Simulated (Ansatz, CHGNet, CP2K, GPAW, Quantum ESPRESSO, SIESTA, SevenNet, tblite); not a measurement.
# Codes compared on liquid Cu37Al22Si42 (at. %) at 1600 K (79 atoms)

Aim: run liquid Cu37Al22Si42 (at. %) at 1600 K (79 atoms) in several programs and set results and cost side by side. A plane-wave run serves as the reference.

Program: Quantum ESPRESSO 7.5. Level of theory: Kohn-Sham DFT, PBE, SSSP efficiency 1.3.0 pseudopotentials, plane waves. Values are calculated unless marked as measured.

In doubt: a PseudoDojo file used here is known to give poor structures and forces (SIESTA), which bears on pressures, cells, forces and phonons.

## Step 1: The system as given

The cell holds 79 atoms: 29 Cu, 17 Al and 33 Si. Its edges and angles: a = 11.350 Å, b = 11.350 Å, c = 11.350 Å, α = 90.0°, β = 90.0°, γ = 90.0°. 79 atoms (29 Cu, 17 Al, 33 Si) placed at random at 4.03 g/cm³, melted at 2000 K for 10 ps at fixed volume with the MEAM Al-Si-Mg-Cu-Fe potential (Jelinek et al., Phys. Rev. B 85, 245102 (2012)). Snapshot at the end of a hold of 10 ps at 1600 K and zero pressure. Then every atom was moved at random, 0.05 Å r.m.s. a Cartesian component.

## Step 2: The reference run

File pw.in:

```
&control
  calculation = 'scf'
  pseudo_dir = './pseudo'
  outdir = './tmp'
  disk_io = 'none'
  tprnfor = .true.
  tstress = .true.
/
&system
  ibrav = 0
  nat = 79
  ntyp = 3
  ecutwfc = 60
  ecutrho = 480
  nosym = .true.
  occupations = 'smearing'
  smearing = 'fd'
  degauss = 0.003675
/
&electrons
  conv_thr = 4.0e-07
  electron_maxstep = 100
  mixing_beta = 0.2
  mixing_mode = 'local-TF'
  diagonalization = 'david'
/
ATOMIC_SPECIES
Cu 63.546 Cu.upf
Al 26.982 Al.upf
Si 28.085 Si.upf
CELL_PARAMETERS angstrom
11.34996 0.00000 0.00000
0.00000 11.34996 0.00000
0.00000 0.00000 11.34996
ATOMIC_POSITIONS crystal
Cu 0.62938 0.51357 0.55085
Cu 0.87475 0.70550 0.70529
Cu 0.84140 0.53717 0.48250
Cu 0.61393 0.01983 0.76419
Cu 0.38131 0.79992 0.03104
Cu 0.36367 0.37421 0.05227
Cu 0.10580 0.63460 0.65568
Cu 0.23983 0.73475 0.91617
Cu 0.34582 0.37060 0.75641
Cu 0.53821 0.85588 0.28639
Cu 0.47804 0.04593 0.34137
Cu 0.46362 0.35530 0.43895
[... 63 atom lines left out ...]
Si 0.49888 0.56150 0.29159
Si 0.96763 0.17928 0.05485
Si 0.52990 0.75262 0.89577
Si 0.36386 0.13113 0.54403
K_POINTS gamma
```

Started as:

```console
$ OMP_NUM_THREADS=1 mpirun -np 4 pw.x -in pw.in > output.txt
```

The log of the run:

```text
Program PWSCF
     gamma-point specific algorithms are used
     one sub-group per band group will be used
     scalapack distributed-memory algorithm (size of sub-group:  2*  2 procs)
     Parallelization info
     sticks:   dense  smooth     PW     G-vecs:    dense   smooth      PW
     Min        4390    2192    552               438046   154880   19400
     Max        4391    2194    553               438050   154890   19405
     Sum       17561    8773   2209              1752189   619549   77605
     bravais-lattice index     =            0
     lattice parameter (alat)  =      21.4483  a.u.
     unit-cell volume          =    9866.8743 (a.u.)^3
     number of atoms/cell      =           79
     number of atomic types    =            3
[... lines left out ...]
     scf convergence threshold =      4.0E-07
[... lines left out ...]
     number of k points=     1  Fermi-Dirac smearing, width (Ry)=  0.0037
[... lines left out ...]
     total energy              =   -7225.47105667 Ry
[... lines left out ...]
     total energy              =   -7225.25633720 Ry
[... lines left out ...]
     total energy              =   -7225.28569467 Ry
[... lines left out ...]
     c_bands:  1 eigenvalues not converged
[... lines left out ...]
     total energy              =   -7225.31438374 Ry
[... lines left out ...]
     total energy              =   -7225.31438405 Ry
[... lines left out ...]
    -2.3896  -2.2321  -2.0297  -1.9844  -1.8896  -1.7299  -1.5656  -1.3689
    -1.2990  -1.1998  -1.1328  -0.9367  -0.8671  -0.6772  -0.6007  -0.4946
[...]
8.6357   8.6648   8.7320   8.7990   8.8544   8.9288   8.9582   8.9893
     9.0292   9.1181   9.1676   9.2413   9.2873   9.3680   9.4079   9.4506
     9.5237   9.5839   9.6465   9.7176   9.7768
     the Fermi energy is     7.1073 ev
!    total energy              =   -7225.31438421 Ry
     estimated scf accuracy    <       0.00000023 Ry
     smearing contrib. (-TS)   =      -0.02307869 Ry
     internal energy E=F+TS    =   -7225.29130552 Ry
     The total energy is F=E-TS. E is the sum of the following terms:
     one-electron contribution =   -2221.47821024 Ry
     hartree contribution      =    1610.26544194 Ry
     xc contribution           =   -1534.83873866 Ry
     ewald contribution        =   -1884.31672506 Ry
     one-center paw contrib.   =   -3194.92307349 Ry
     convergence has been achieved in  14 iterations
     Forces acting on atoms (cartesian axes, Ry/au):
     atom    1 type  1   force =    -0.02157452    0.01171687    0.03904240
     atom    2 type  1   force =     0.03200827    0.02320930   -0.00370322
     atom    3 type  1   force =    -0.00831067    0.00183048   -0.00160480
[...]
atom   78 type  3   force =     0.03542609    0.00302017   -0.02966307
     atom   79 type  3   force =     0.00154275    0.00488127   -0.01304998
     Total force =     0.465924     Total SCF correction =     0.001086
     Computing stress (Cartesian axis) and pressure
          total   stress  (Ry/bohr**3)                   (kbar)     P=      -52.42
  -0.00038946  -0.00000461  -0.00002625          -57.29       -0.68       -3.86
  -0.00000461  -0.00044108   0.00000997           -0.68      -64.89        1.47
  -0.00002625   0.00000997  -0.00023846           -3.86        1.47      -35.08
     Message from routine punch:
     Nothing written, as per user request (disk_io='none')
```

Wall time 5.4 min (4 MPI ranks of Arm Neoverse V2, shared host); peak memory 5.3 GiB.

Banners and routine set-up lines are dropped from the logs; longer cuts are marked.

Numbers from this run:

```
r.m.s. force component : 0.7782 eV/Å
longest force          : 4.997 eV/Å
pressure               : -5.242 GPa
```

## Step 3: Local order

g(r), total and by pair (bins of 0.2 Å):

| r (Å) | total | Si-Si | Si-Cu | Si-Al | Cu-Cu | Cu-Al | Al-Al |
| --- | --- | --- | --- | --- | --- | --- | --- |
| 1.90 | 0.05 | 0.00 | 0.16 | 0.00 | 0.00 | 0.00 | 0.00 |
| 2.10 | 0.24 | 0.00 | 0.54 | 0.00 | 0.58 | 0.00 | 0.00 |
| 2.30 | 1.03 | 0.00 | 2.25 | 0.75 | 1.02 | 0.45 | 0.00 |
| 2.50 | 1.59 | 0.85 | 2.62 | 0.96 | 0.88 | 2.25 | 0.00 |
| 2.70 | 1.94 | 2.63 | 2.04 | 1.14 | 0.94 | 2.88 | 1.60 |
| 2.90 | 1.66 | 1.79 | 1.39 | 1.76 | 0.82 | 1.81 | 4.29 |
| 3.10 | 1.14 | 1.80 | 1.02 | 0.88 | 0.43 | 0.87 | 3.35 |
| 3.30 | 0.83 | 1.28 | 0.77 | 0.56 | 0.86 | 0.65 | 1.14 |
| 3.50 | 0.78 | 1.14 | 0.69 | 0.59 | 1.01 | 0.39 | 1.28 |
| 3.70 | 0.75 | 1.26 | 0.61 | 0.61 | 0.62 | 0.68 | 0.85 |
| 3.90 | 1.02 | 0.91 | 1.25 | 0.47 | 1.54 | 0.77 | 1.32 |
| 4.10 | 0.85 | 0.95 | 0.76 | 0.75 | 0.90 | 0.84 | 1.44 |
| 4.30 | 0.87 | 0.47 | 0.96 | 1.01 | 0.98 | 1.02 | 0.45 |
| 4.50 | 1.01 | 0.89 | 1.20 | 0.72 | 0.75 | 1.28 | 1.21 |
| 4.70 | 1.03 | 0.87 | 0.88 | 0.98 | 1.69 | 1.06 | 0.72 |
| 4.90 | 1.08 | 1.21 | 1.08 | 1.08 | 1.38 | 0.74 | 0.83 |
| 5.10 | 1.15 | 1.03 | 0.93 | 1.48 | 1.18 | 1.22 | 1.39 |
| 5.30 | 0.90 | 1.06 | 0.80 | 0.96 | 0.64 | 1.14 | 0.57 |
| 5.50 | 1.11 | 0.81 | 1.27 | 1.06 | 1.05 | 1.16 | 1.47 |

## Step 4: What was run beside it

The programs:
- CHGNet: machine-learned potential, published weights.
- CP2K 2026.2: Gaussian basis with GTH pseudopotentials and a plane-wave density; labels give functional, basis (MOLOPT sets; SR short-range, UZH the newer set with its own potentials), grid cutoff/relative cutoff and solver (OT: orbital transformation; TRS4, TC2, SIGN: linear-scaling purification with its sparsity filter), or its built-in tight binding.
- GPAW 26.7.0: PAW with atomic orbitals (LCAO), plane waves or a real-space grid of spacing h.
- SIESTA 5.4.2: numerical atomic orbitals, whose automatically made sets are far from complete, with PseudoDojo norm-conserving potentials that we converted to its format (checked against plane waves on the same files for H, C, O, Si, Ge and Ca alone); labels give functional, basis size, energy shift and mesh cutoff.
- SevenNet: machine-learned potential, published weights.
- tblite 0.8.0: extended tight binding, driven from Python.

All use the same cell and atoms; the electronic-structure runs use the same k-mesh, and an electronic temperature of 580 K (0.05 eV) where levels are smeared.

Differences are against the plane-wave reference, forces as r.m.s. over components; share is that over the reference's r.m.s. force, slope the least-squares factor from reference forces to these. Total energies of different programs have different zeros and aren't compared.

| run | Δ force, r.m.s. (meV/Å) | share (%) | slope | Δ pressure (GPa) | cores | CPU time | memory (GiB) |
| --- | --- | --- | --- | --- | --- | --- | --- |
| reference | - | - | - | - | 4 | 22 min | 5.3 |
| CHGNet 0.3.0 potential | 254 | 32.7 | 1.029 | -2.02 | 1 | 3.5 s | 0.88 |
| CHGNet r2SCAN potential | 301 | 38.6 | 0.812 | -5.92 | 1 | 3.1 s | 0.88 |
| CP2K PBE, DZVP-MOLOPT-SR, 1120/50 Ry, diagonalisation | 40.3 | 5.18 | 1.021 | 0.657 | 4 | 11 min | 12 |
| CP2K PBE, DZVP-MOLOPT-SR, 280/50 Ry, diagonalisation (coarse) | 441 | 56.7 | 1.030 | 1.32 | 2 | 6.5 min | 1.7 |
| CP2K PBE, DZVP-MOLOPT-SR, 800/20 Ry, diagonalisation (coarse) | 312 | 40.0 | 1.024 | 1.43 | 4 | 6.7 min | 8.0 |
| CP2K PBE, DZVP-MOLOPT-SR, 800/50 Ry, diagonalisation | 41.3 | 5.31 | 1.021 | 0.660 | 4 | 9.5 min | 7.9 |
| CP2K PBE, SZV-MOLOPT-SR, 800/50 Ry, diagonalisation (coarse) | 366 | 47.1 | 1.245 | 8.50 | 2 | 5.3 min | 5.5 |
| GPAW PBE, LCAO dzp, h 0.2 Å | 77.5 | 9.95 | 1.067 | - | 1 | 5.1 min | 1.7 |
| GPAW PBE, LCAO dzp, h 0.2 Å, other mixer settings | 76.9 | 9.88 | 1.066 | - | 1 | 7.5 min | 1.6 |
| GPAW PBE, LCAO dzp, h 0.28 Å (coarse) | 78.8 | 10.1 | 1.066 | - | 1 | 2.4 min | 0.75 |
| GPAW revPBE, LCAO dzp, h 0.2 Å | 107 | 13.8 | 1.096 | - | 1 | 5.2 min | 1.7 |
| SIESTA PBE, DZP, shift 0.01 Ry, mesh 200 Ry | 72.0 | 9.25 | 1.044 | -0.558 | 2 | 4.4 min | 1.2 |
| SIESTA PBE, DZP, shift 0.01 Ry, mesh 500 Ry | 71.7 | 9.21 | 1.044 | -0.589 | 2 | 15 min | 3.1 |
| SIESTA PBE, SZ, shift 0.01 Ry, mesh 500 Ry (coarse) | 469 | 60.2 | 1.203 | 7.50 | 1 | 3.7 min | 1.3 |
| SIESTA PBE, SZP, shift 0.01 Ry, mesh 500 Ry (coarse) | 198 | 25.4 | 1.081 | 0.859 | 2 | 12 min | 2.7 |
| SIESTA PBE, TZP, shift 0.01 Ry, mesh 500 Ry | 60.7 | 7.80 | 1.036 | -0.746 | 4 | 21 min | 4.0 |
| SevenNet l3i5 potential | 223 | 28.7 | 1.011 | -1.54 | 1 | 8.4 s | 1.2 |
| tblite IPEA1-xTB | 534 | 68.6 | 1.320 | 10.5 | 1 | 7.3 s | 0.16 |

Rows marked coarse use a setting chosen to be so.

Times of the machine-learned potentials are mostly Python's start and the loading of weights.

CPU time is summed over cores on a shared host, where runs went side by side, so it is rough. Symmetry, cutoffs, thresholds, outputs and thread counts weren't matched or tuned between programs; memory under MPI is the largest rank's times the ranks.

Runs without a result: tblite GFN2-xTB (not converged); CP2K GFN1-xTB, diagonalisation (not converged, the SCF not settling).

Mean charges by element (e), by run and scheme:

| run | scheme | Cu | Al | Si |
| --- | --- | --- | --- | --- |
| CP2K PBE, DZVP-MOLOPT-SR, 1120/50 Ry, diagonalisation | Mulliken | -0.36 | +0.53 | +0.04 |
| CP2K PBE, DZVP-MOLOPT-SR, 800/50 Ry, diagonalisation | Mulliken | -0.36 | +0.53 | +0.04 |
| SIESTA PBE, DZP, shift 0.01 Ry, mesh 200 Ry | Hirshfeld | +0.35 | -0.16 | -0.23 |
| SIESTA PBE, DZP, shift 0.01 Ry, mesh 500 Ry | Hirshfeld | +0.35 | -0.16 | -0.23 |
| SIESTA PBE, TZP, shift 0.01 Ry, mesh 500 Ry | Hirshfeld | +0.34 | -0.15 | -0.22 |
| tblite IPEA1-xTB | Mulliken | -0.16 | +0.25 | +0.02 |

Within one program, basis, potentials and functional, energies share a zero. Each run against its twin at the usual cutoff or grid and solver:

| run | twin | Δ energy (meV/atom) | Δ force, r.m.s. (meV/Å) | CPU time over the twin's |
| --- | --- | --- | --- | --- |
| CP2K PBE, DZVP-MOLOPT-SR, 1120/50 Ry, diagonalisation | DZVP-MOLOPT-SR, 800/50 Ry, diagonalisation | 0.0376 | 7.79 | 1.2 |
| CP2K PBE, DZVP-MOLOPT-SR, 280/50 Ry, diagonalisation | DZVP-MOLOPT-SR, 800/50 Ry, diagonalisation | -12.0 | 439 | 0.68 (this twin ran on 4 cores) |
| CP2K PBE, DZVP-MOLOPT-SR, 800/20 Ry, diagonalisation | DZVP-MOLOPT-SR, 800/50 Ry, diagonalisation | -14.5 | 310 | 0.71 |
| GPAW PBE, LCAO dzp, h 0.2 Å, other mixer settings | LCAO dzp, h 0.2 Å | 2.0e-4 | 2.19 | 1.5 |
| GPAW PBE, LCAO dzp, h 0.28 Å | LCAO dzp, h 0.2 Å | 24.1 | 20.1 | 0.47 |
| SIESTA PBE, DZP, shift 0.01 Ry, mesh 200 Ry | DZP, shift 0.01 Ry, mesh 500 Ry | -1.81 | 6.56 | 0.30 |

## Step 5: Summary of results

```json
{
  "reference r.m.s. force component": "0.778 eV/Å",
  "nearest in forces": "CP2K PBE, DZVP-MOLOPT-SR, 1120/50 Ry, diagonalisation, 5.2 %",
  "farthest in forces": "tblite IPEA1-xTB, 69 %",
  "cheapest electronic-structure run beside the reference": "tblite IPEA1-xTB, 7.3 s of CPU time"
}
```

In words: The PBE runs in local orbitals, coarse settings apart, differ by 5.2 % (CP2K PBE, DZVP-MOLOPT-SR, 1120/50 Ry, diagonalisation) to 10.0 % (GPAW PBE, LCAO dzp, h 0.2 Å); basis, grid and potentials can all enter. Tight binding differs by 69 % (tblite IPEA1-xTB); it is another model, with fitted parameters of its own, and the xTB methods hold dispersion. Machine-learned potentials differ by 29 % (SevenNet l3i5 potential) to 39 % (CHGNet r2SCAN potential); they were trained on other programs' data, some at another functional. Rows with another functional or a dispersion term differ by 14 % (GPAW revPBE, LCAO dzp, h 0.2 Å), which mixes the change of model with differences of basis and potentials. IPEA1-xTB was fitted to ionisation energies and electron affinities, not to forces or charges. Runs with settings chosen to be coarse differ by 10 % (GPAW PBE, LCAO dzp, h 0.28 Å) to 60 % (SIESTA PBE, SZ, shift 0.01 Ry, mesh 500 Ry), their programs' other errors included. Of the electronic-structure runs that take under half the reference's CPU time, CP2K PBE, DZVP-MOLOPT-SR, 800/50 Ry, diagonalisation comes nearest, at 5.3 % in 9.5 min against 22 min. In pressure, CP2K PBE, SZV-MOLOPT-SR, 800/50 Ry, diagonalisation misses by +8.5 GPa, at the same functional. Charges hang on model, scheme and program or settings: among these rows the mean for Cu runs from -0.36 to +0.35 e, even in sign. In the reference: levels near the Fermi energy are neither full nor empty under the smearing, so no gap is quoted. Periodic xTB results under one method name differ between programs and library versions. The potentials hold different valence shells: 502 electrons in the reference, 734 in SIESTA; this bears on time and differences. The reference's pressure holds the uncorrected Pulay stress of its 60 Ry basis, so small pressure differences, and their order, may be the reference's own error. A potential file of the SIESTA runs is in doubt, which bears on their forces and pressure. The frame stands for 1600 K, but pressures are static and levels are smeared at 580 K, under the temperature of the frame, which matters where levels are partly filled. Machine-learned potentials mimic data converged in k, so the reference's own k-point error enters their differences. The network of bonds at the start is that of the classical potential that made the cell, and needn't be the one that DFT or experiment would give. The electronic-structure runs sample only Γ, in a cell whose shortest periodic width is 11 Å, which is coarse for a cell with partly filled levels.

[Long decimals in the printed logs are rounded to 6 places.]

[Also dropped from logs without a mark: lines with file paths, logging warnings of Python, QE's lines on negative density and diagonalisation, SIESTA's first energy breakdown, zero terms and Voronoi charges.]

[Logs are printed without paths, hosts, clocks, repeated set-up lines and the standing remarks that a program may print on its own settings, such as how far it seeks lower states.]

[Hosts, paths, dates, database ids (printed as entryN), source tags and the programs' standing remarks are cut or masked in the printed files.]

[Not all failed runs are listed: runs killed by the host, ended in a Python traceback or in CONQUEST's support-function errors, and SIESTA runs with faulty potentials for Cu, Fe, Ni or Zn are left out.]
